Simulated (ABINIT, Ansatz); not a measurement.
# GeTe3Pb (Pm-3m): zone-centre phonons, part 2 of 5

Wanted: the vibrations of GeTe3Pb (Pm-3m) at Γ, by two programs.

ABINIT 10.8.3; DFT LDA, scalar-relativistic, plane waves, HGH norm-conserving pseudopotentials.

So far. Step 2 (Relaxation): The volume changes by +0.9 % from the cell with which this run began. The relaxed cell has a = 5.333 Å (conventional setting).

The structure was built from a prototype and need not be the compound's stable phase.

**4. Linear response at Γ**

At q = 0 one unit cell holds all displacements. The response is solved for single atoms along the cell's directions, and symmetry skips those that follow from others. The crystal is treated as a metal, which screens a static field, so no field response is asked.

dfpt_gamma.abi

```

# common to the responses
getwfk_filepath "gso_WFK"
kptopt 2
nqpt 1
qpt 0.0 0.0 0.0
asr 0
chneut 0

# displacements
rfphon 1
rfatpol 1 5
rfdir 1 1 1
tolvrs 1.0d-10
prtwf 0

# basis, mesh and filling
ecut 20.0
ixc 7
ngkpt 4 4 4
nshiftk 1
shiftk 0.0 0.0 0.0
istwfk *1
occopt 6
tsmear 0.01
nband 20
nstep 100
diemac 1000000.0
prtebands 0
prtgsr 0

# cell and atoms
acell 10.07786565 10.07786565 10.07786565
rprim 
    1.0 0.0 0.0
    0.0 1.0 0.0
    0.0 0.0 1.0
ntypat 3
znucl 82 32 52
natom 5
typat 1 2 3 3 3
xred 
    0.0 0.0 0.0
    0.5 0.5 0.5
    0.5 0.5 0.0
    0.5 0.0 0.5
    0.0 0.5 0.5
pp_dirpath "./pseudo"
pseudos "Pb.hgh, Ge.hgh, Te.hgh"
```

Run with:

```sh
$ OMP_NUM_THREADS=1 mpirun -n 4 abinit dfpt_gamma.abi > dfpt_gamma.log
```

Numbers of over 12 decimals in the logs are rounded to 6 here.

dfpt_gamma.abo, the main output file:

```text
[banners, grids, parts of the stress and lines that vanish by symmetry left out]
- input  file    -> dfpt_gamma.abi
- output file    -> dfpt_gamma.abo
- root for input  files -> dfpt_gammai
- root for output files -> dfpt_gammao

 Symmetries : space group Pm -3 m (#221); Bravais cP (primitive cubic)
================================================================================
 Values of the parameters that define the memory need of the present run (RF).
     intxc =       0      iscf =       7    lmnmax =       6     lnmax =       6
     mgfft =      45  mpssoang =       3    mqgrid =    3001     natom =       5
  nloc_mem =       1    nspden =       1   nspinor =       1    nsppol =       1
      nsym =      48    n1xccc =       0    ntypat =       3    occopt =       6
   xclevel =       1
-    mband =          20        mffmem =           1         mkmem =           9
-   mkqmem =           9        mk1mem =           9           mpw =        4416
      nfft =       91125          nkpt =          36
- my_mband =          20
================================================================================
================================================================================

--------------------------------------------------------------------------------
------------- Echo of variables that govern the present computation ------------
--------------------------------------------------------------------------------
-
- outvars: echo of selected default values
-   iomode0 =  0 , fftalg0 =312 , wfoptalg0 =  0
-
- outvars: echo of global parameters not present in the input file
-  max_nthreads =    1
-
 -outvars: echo values of preprocessed input variables
 [... echo left out ...]
================================================================================

 chkinp: Checking input parameters for consistency.

[...]
== DATASET  1 ==================================================================
-   mpi_nproc: 4, omp_nthreads: 1 (-1 if OMP is not activated)

--- !DatasetInfo
iteration_state: {dtset: 1, }
dimensions: {natom: 5, nkpt: 36, mband: 20, nsppol: 1, nspinor: 1, nspden: 1, mpw: 4416, }
cutoff_energies: {ecut:  20.0, pawecutdg:  -1.0, }
electrons: {nelect:   2.60000000E+01, charge:   0.00000000E+00, occopt:   6.00000000E+00, tsmear:   1.00000000E-02, }
meta: {optdriver: 1, rfphon: 1, }
...

 mkfilename: getwfk from: gso_WFK

 Exchange-correlation functional for the present dataset will be:
  LDA: Perdew-Wang 92 LSD fit to Ceperley-Alder data - ixc=7
 Citation for XC functional:
  J.P.Perdew and Y.Wang, PRB 45, 13244 (1992)

 Real(R)+Recip(G) space primitive vectors, cartesian coordinates (Bohr,Bohr^-1):
 R(1)= 10.0778657  0.0000000  0.0000000  G(1)=  0.0992274  0.0000000  0.0000000
 R(2)=  0.0000000 10.0778657  0.0000000  G(2)=  0.0000000  0.0992274  0.0000000
 R(3)=  0.0000000  0.0000000 10.0778657  G(3)=  0.0000000  0.0000000  0.0992274
 Unit cell volume ucvol=  1.0235421E+03 bohr^3
 Angles (23,13,12)=  9.00000000E+01  9.00000000E+01  9.00000000E+01 degrees
 setup1 : take into account q-point for computing boxcut.

 getcut: wavevector=  0.0000  0.0000  0.0000  ngfft=  45  45  45
         ecut(hartree)=     20.000   => boxcut(ratio)=   2.16872

--- Pseudopotential description ------------------------------------------------
- pspini: atom type   1  psp file is ./pseudo/Pb.hgh

- pspini: atom type   2  psp file is ./pseudo/Ge.hgh

- pspini: atom type   3  psp file is ./pseudo/Te.hgh

   3.67683374E+03                                ecore*ucvol(ha*bohr**3)
--------------------------------------------------------------------------------

 ==>  initialize data related to q vector <==

 The list of irreducible perturbations for this q vector is:
    1)    idir= 1    ipert=   1
    2)    idir= 1    ipert=   2
    3)    idir= 1    ipert=   3
    4)    idir= 3    ipert=   3

[...]
The perturbation idir=   2  ipert=   1 is
 symmetric of a previously calculated perturbation.
 So, its SCF calculation is not needed.

 The perturbation idir=   3  ipert=   1 is
 symmetric of a previously calculated perturbation.
 So, its SCF calculation is not needed.

 The perturbation idir=   2  ipert=   2 is
 symmetric of a previously calculated perturbation.
 So, its SCF calculation is not needed.

 The perturbation idir=   3  ipert=   2 is
 symmetric of a previously calculated perturbation.
 So, its SCF calculation is not needed.

[...]
The perturbation idir=   2  ipert=   5 is
 symmetric of a previously calculated perturbation.
 So, its SCF calculation is not needed.

 The perturbation idir=   3  ipert=   5 is
 symmetric of a previously calculated perturbation.
 So, its SCF calculation is not needed.

--------------------------------------------------------------------------------
 Perturbation wavevector (in red.coord.)   0.000000  0.000000  0.000000
 Perturbation : displacement of atom   1   along direction   1
 Found     8 symmetries that leave the perturbation invariant.

[...]
dfpt_looppert : total number of electrons, from k and k+q
  fully or partially occupied states are    2.600000E+01 and    2.600000E+01.
 Initialisation of the first-order wave-functions :
  ireadwf=   0

--- !BeginCycle
iteration_state: {dtset: 1, }
solver: {iscf: 7, nstep: 100, nline: 4, wfoptalg: 0, }
tolerances: {tolvrs: 1.00E-10, }
...

     iter   2DEtotal(Ha)        deltaE(Ha) residm    vres2
-ETOT  1   42.691535224345     -4.923E+01 6.302E+00 1.672E+05
 ETOT  2  -1.356717     -4.405E+01 3.567E-01 4.419E+03
 ETOT  3  -2.522457     -1.166E+00 2.252E-02 2.323E+02
 ETOT  4  -2.576752     -5.430E-02 2.507E-03 1.748E+00
 ETOT  5  -2.577195     -4.429E-04 2.041E-04 1.819E-03
[...]
At SCF step   11       vres2   =  1.10E-12 < tolvrs=  1.00E-10 =>converged.
[...]
Mean square residual over all n,k,spin=   15.446E-10; max=  49.703E-08

 Thirteen components of 2nd-order total energy (hartree) are
 1,2,3: 0th-order hamiltonian combined with 1st-order wavefunctions
     kin0=   9.28879867E+01 eigvalue=   6.14515042E+00  local=  -4.83970985E+01
 4,5,6: 1st-order hamiltonian combined with 1st and 0th-order wfs
 loc psp =  -5.41054241E+01  Hartree=   2.33527870E+01     xc=  -1.15395216E+01
 note that "loc psp" includes a xc core correction that could be resolved
 7,8,9: eventually, occupation + non-local contributions
    edocc=   1.30332498E+01     enl0=   1.90191286E+01   enl1=  -1.34897941E+02
 1-9 gives the relaxation energy (to be shifted if some occ is /=2.0)
   erelax=  -9.45016825E+01
 10,11,12 Non-relaxation  contributions : frozen-wavefunctions and Ewald
 fr.local=  -7.99067115E+00 fr.nonlo=   6.33386098E+01  Ewald=   3.65765481E+01
 13,14 Frozen wf xc core corrections (1) and (2)
 frxc 1  =   0.00000000E+00  frxc 2 =   0.00000000E+00
 Resulting in :
 2DEtotal=   -0.2577195678E+01 Ha. Also 2DEtotal=   -0.701290670354E+02 eV
    (2DErelax=   -9.4501682471E+01 Ha. 2DEnonrelax=    9.1924486792E+01 Ha)
    (  non-var. 2DEtotal :   -2.5771956938E+00 Ha)

[...]
Perturbation wavevector (in red.coord.)   0.000000  0.000000  0.000000
 Perturbation : displacement of atom   2   along direction   1
 Found     8 symmetries that leave the perturbation invariant.

[...]
dfpt_looppert : total number of electrons, from k and k+q
  fully or partially occupied states are    2.600000E+01 and    2.600000E+01.
 Initialisation of the first-order wave-functions :
  ireadwf=   0

--- !BeginCycle
iteration_state: {dtset: 1, }
solver: {iscf: 7, nstep: 100, nline: 4, wfoptalg: 0, }
tolerances: {tolvrs: 1.00E-10, }
...

     iter   2DEtotal(Ha)        deltaE(Ha) residm    vres2
-ETOT  1   134.00565019759     -6.105E+01 7.885E-01 4.146E+05
[...]
At SCF step   10       vres2   =  9.85E-11 < tolvrs=  1.00E-10 =>converged.
[...]
Mean square residual over all n,k,spin=   20.648E-09; max=  65.328E-07

 Thirteen components of 2nd-order total energy (hartree) are
 1,2,3: 0th-order hamiltonian combined with 1st-order wavefunctions
     kin0=   1.81755405E+02 eigvalue=   1.03178907E+01  local=  -9.80326665E+01
 4,5,6: 1st-order hamiltonian combined with 1st and 0th-order wfs
 loc psp =  -8.05973239E+01  Hartree=   4.51837680E+01     xc=  -1.69107142E+01
 note that "loc psp" includes a xc core correction that could be resolved
 7,8,9: eventually, occupation + non-local contributions
    edocc=   1.45315526E+01     enl0=   5.67928309E+01   enl1=  -3.06678809E+02
 1-9 gives the relaxation energy (to be shifted if some occ is /=2.0)
   erelax=  -1.93638066E+02
 10,11,12 Non-relaxation  contributions : frozen-wavefunctions and Ewald
 fr.local=   2.84702586E+00 fr.nonlo=   1.55628705E+02  Ewald=   3.65765481E+01
 13,14 Frozen wf xc core corrections (1) and (2)
 frxc 1  =   0.00000000E+00  frxc 2 =   0.00000000E+00
 Resulting in :
 2DEtotal=    0.1414212826E+01 Ha. Also 2DEtotal=    0.384826914414E+02 eV
    (2DErelax=   -1.9363806618E+02 Ha. 2DEnonrelax=    1.9505227901E+02 Ha)
    (  non-var. 2DEtotal :    1.4142127057E+00 Ha)

[...]
Perturbation wavevector (in red.coord.)   0.000000  0.000000  0.000000
 Perturbation : displacement of atom   3   along direction   1
 Found     4 symmetries that leave the perturbation invariant.

[...]
dfpt_looppert : total number of electrons, from k and k+q
  fully or partially occupied states are    2.600000E+01 and    2.600000E+01.
 Initialisation of the first-order wave-functions :
  ireadwf=   0

--- !BeginCycle
iteration_state: {dtset: 1, }
solver: {iscf: 7, nstep: 100, nline: 4, wfoptalg: 0, }
tolerances: {tolvrs: 1.00E-10, }
...

     iter   2DEtotal(Ha)        deltaE(Ha) residm    vres2
-ETOT  1   207.14747492106     -1.727E+02 6.539E+00 7.068E+05
[...]
At SCF step   11       vres2   =  9.55E-12 < tolvrs=  1.00E-10 =>converged.
[...]
Mean square residual over all n,k,spin=   29.402E-10; max=  12.344E-07

 Thirteen components of 2nd-order total energy (hartree) are
 1,2,3: 0th-order hamiltonian combined with 1st-order wavefunctions
     kin0=   3.20481434E+02 eigvalue=   1.25123547E+01  local=  -8.01366788E+01
 4,5,6: 1st-order hamiltonian combined with 1st and 0th-order wfs
 loc psp =  -4.64672782E+02  Hartree=   9.32659815E+01     xc=  -3.61466730E+01
 note that "loc psp" includes a xc core correction that could be resolved
 7,8,9: eventually, occupation + non-local contributions
    edocc=   1.51292035E+01     enl0=   5.65996398E+01   enl1=  -2.98737742E+02
 1-9 gives the relaxation energy (to be shifted if some occ is /=2.0)
   erelax=  -3.81705262E+02
 10,11,12 Non-relaxation  contributions : frozen-wavefunctions and Ewald
 fr.local=   2.21000360E+02 fr.nonlo=   1.49924838E+02  Ewald=   8.89711670E+00
 13,14 Frozen wf xc core corrections (1) and (2)
 frxc 1  =   0.00000000E+00  frxc 2 =   0.00000000E+00
 Resulting in :
 2DEtotal=   -0.1882947571E+01 Ha. Also 2DEtotal=   -0.512376136457E+02 eV
    (2DErelax=   -3.8170526192E+02 Ha. 2DEnonrelax=    3.7982231435E+02 Ha)
    (  non-var. 2DEtotal :   -1.8829475580E+00 Ha)

[...]
Perturbation wavevector (in red.coord.)   0.000000  0.000000  0.000000
 Perturbation : displacement of atom   3   along direction   3
 Found     8 symmetries that leave the perturbation invariant.

--------------------------------------------------------------------------------

--------------------------------------------------------------------------------

 dfpt_looppert : total number of electrons, from k and k+q
  fully or partially occupied states are    2.600000E+01 and    2.600000E+01.
 Initialisation of the first-order wave-functions :
  ireadwf=   0

--- !BeginCycle
iteration_state: {dtset: 1, }
solver: {iscf: 7, nstep: 100, nline: 4, wfoptalg: 0, }
tolerances: {tolvrs: 1.00E-10, }
...

     iter   2DEtotal(Ha)        deltaE(Ha) residm    vres2
-ETOT  1   290.07835505175     -9.658E+01 2.484E+00 8.958E+05
[...]
ETOT 10   8.450674      9.607E-12 1.339E-05 1.820E-10
 ETOT 11   8.450674     -1.188E-11 5.208E-06 6.892E-12

 At SCF step   11       vres2   =  6.89E-12 < tolvrs=  1.00E-10 =>converged.
[...]
Mean square residual over all n,k,spin=   17.023E-09; max=  52.085E-07

 Thirteen components of 2nd-order total energy (hartree) are
 1,2,3: 0th-order hamiltonian combined with 1st-order wavefunctions
     kin0=   3.03572006E+02 eigvalue=   1.45774527E+01  local=  -7.46107868E+01
 4,5,6: 1st-order hamiltonian combined with 1st and 0th-order wfs
 loc psp =  -4.64422906E+02  Hartree=   9.54288319E+01     xc=  -3.39354249E+01
 note that "loc psp" includes a xc core correction that could be resolved
 7,8,9: eventually, occupation + non-local contributions
    edocc=   2.35233701E+01     enl0=   4.96506897E+01   enl1=  -2.91989372E+02
 1-9 gives the relaxation energy (to be shifted if some occ is /=2.0)
   erelax=  -3.78206139E+02
 10,11,12 Non-relaxation  contributions : frozen-wavefunctions and Ewald
 fr.local=   1.11225491E+02 fr.nonlo=   1.43594222E+02  Ewald=   1.31837100E+02
 13,14 Frozen wf xc core corrections (1) and (2)
 frxc 1  =   0.00000000E+00  frxc 2 =   0.00000000E+00
 Resulting in :
 2DEtotal=    0.8450673848E+01 Ha. Also 2DEtotal=    0.229954550117E+03 eV
    (2DErelax=   -3.7820613931E+02 Ha. 2DEnonrelax=    3.8665681316E+02 Ha)
    (  non-var. 2DEtotal :    8.4506740640E+00 Ha)

[...]
---- first-order wavefunction calculations are completed ----

 ==> Compute Derivative Database <==

 [... matrices left out ...]
  Phonon wavevector (reduced coordinates) :  0.00000  0.00000  0.00000
 Phonon energies in Hartree :
  -4.100076E-04 -4.100076E-04 -4.100076E-04 -3.302162E-04 -3.302162E-04
  -3.302162E-04 -2.403967E-04 -2.403967E-04 -2.403967E-04 -7.552245E-06
  -7.552244E-06 -7.552243E-06  7.558592E-04  7.558592E-04  7.558592E-04
 Phonon frequencies in cm-1    :
- -8.998626E+01 -8.998626E+01 -8.998626E+01 -7.247407E+01 -7.247407E+01
- -7.247407E+01 -5.276098E+01 -5.276098E+01 -5.276098E+01 -1.657526E+00
- -1.657526E+00 -1.657526E+00  1.658919E+02  1.658919E+02  1.658919E+02

== END DATASET(S) ==============================================================
================================================================================

 -outvars: echo values of variables after computation
            acell      1.0077865650E+01  1.0077865650E+01  1.0077865650E+01 Bohr
           etotal      8.4506738480E+00
            fcart      0.0000000000E+00  0.0000000000E+00  0.0000000000E+00
           strten      0.0000000000E+00  0.0000000000E+00  0.0000000000E+00
================================================================================
```

Run time: 75 s. Hardware: 4 MPI ranks of Arm Neoverse V2, shared host.

Numbers from this step:

| Property | Result |
| --- | --- |
| largest acoustic frequency at the zone centre before the sum rule | -1.66 cm⁻¹ |
| highest optical zone-centre mode (no LO-TO term) | 165.9 cm⁻¹ |
| lowest optical zone-centre mode | -89.99 cm⁻¹ |

The acoustic modes at Γ come out as far as 1.7 cm⁻¹ from zero, where they should vanish, a small numerical error. The lowest optical mode is imaginary, 90i cm⁻¹, an instability at this level and on this k mesh.

(Part 2 of 5 ends here.)

[Host names and launcher messages were left out of these logs when they were recorded.]

[Logs are printed without paths, hosts, clocks, repeated set-up lines and the standing remarks that a program may print on its own settings, such as how far it seeks lower states.]

[Hosts, paths, dates, database ids (printed as entryN), source tags and the programs' standing remarks are cut or masked in the printed files.]
